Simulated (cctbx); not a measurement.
# Accept or mend?

Cell a = 10.3980 Å, b = 5.4120 Å, c = 5.6290 Å, α = 90.00°, β = 90.00°, γ = 90.00°; space group Aem2 (no. 39). The compound is MoS.

Simulated single-crystal data (cctbx): synchrotron X-rays, λ = 0.4959 Å, to d = 0.8 Å, 80 % of the full sphere, strongest reflection 5000 counts, noise from counting, a 6 % proportional error and a noise floor of 4 counts (s.d.); no absorption.

An anisotropic refinement with weights 1/σ² prints:

```text
Rint 0.044, 350 unique reflections to 0.80 A
cycle     R1     wR2    GooF  max shift (A)
   1  0.2843  0.5837  11.381   0.00027
   2  0.2652  0.5328  10.388   0.00000
final R1 0.2652 wR2 0.5328 GooF 10.388  parameters 6  data/parameter 58.3
atom        x        y        z      Ueq    occ   su(xyz)  su(Uiso or U11)
Mo1    0.86638  0.75000  0.00242  -0.0050  1.000  0.00035  0.0033  NPD
difference map: max 48.50 min -6.87 rms 3.20
Q1    0.0981  0.2500  0.5039    4   51.52  2.41 A from Mo1
Q2    0.1335  0.2500  0.0023    4   41.32  0.00 A from Mo1
Q3    0.0174  0.2500  0.0022    4    4.09  1.21 A from Mo1
Q4    0.3288  0.2500  0.5032    4    3.59  3.38 A from Mo1
Q5    0.2090  0.2500  0.4741    4    2.82  2.77 A from Mo1
Q6    0.1179  0.0367  0.5067    8    2.60  1.56 A from Mo1
```

Q: Accept it or mend it, and why?

Mend it. The fault: an atom left out, S at (0.9023, 1/4, 0.0424). Against the right model at the same level, R1 goes from 0.0197 to 0.2652 and GooF from 0.94 to 10.39, U of Mo1 shrinks from 0.0061 to -0.0050 Å², the top difference peak, 51.5 e/Å³, lies 2.41 Å from Mo1 and Mo1 goes non-positive-definite. Q1 is the missing atom. With scattering power missing, scale and phases suffer, so peaks may also grow on the heavy atoms.

The compound is MoS. The right model at the same level gives:

```text
Rint 0.044, 350 unique reflections to 0.80 A
cycle     R1     wR2    GooF  max shift (A)
   1  0.0196  0.0479   0.942   0.00032
   2  0.0197  0.0477   0.938   0.00000
final R1 0.0197 wR2 0.0477 GooF 0.938  parameters 12  data/parameter 29.2
atom        x        y        z      Ueq    occ   su(xyz)  su(Uiso or U11)
Mo1    0.86640  0.75000  0.00242   0.0061  1.000  0.00004  0.0002
S1     0.90237  0.25000  0.04281   0.0085  1.000  0.00023  0.0006
Flack x: -0.00(2)
Hooft y: 0.001(28)  Bijvoet pairs: 152
difference map: max 0.54 min -0.48 rms 0.13
Q1    0.0000  0.0000  0.1936    4    0.54  1.89 A from S1
Q2    0.0000  0.0000  0.3234    4    0.51  2.09 A from S1
Q3    0.2621  0.0423  0.3317    8    0.48  2.28 A from Mo1
Q4    0.3840  0.0584  0.0070    8    0.48  2.80 A from Mo1
Q5    0.2794  0.0357  0.6781    8    0.38  2.34 A from S1
Q6    0.3500  0.0929  0.5075    8    0.37  2.77 A from S1
```

Isotropic U is held between 0.0001 and 1 Å² by the program, and listed peak heights are interpolated, so they can pass the grid's maximum.

The model was made for the exercise: a known structure type with other elements put in, its volume estimated, not relaxed; displacement parameters are assumed.

[Middle refinement cycles are left out of these outputs.]

[Logs are printed without paths, hosts, clocks, repeated set-up lines and the standing remarks that a program may print on its own settings, such as how far it seeks lower states.]
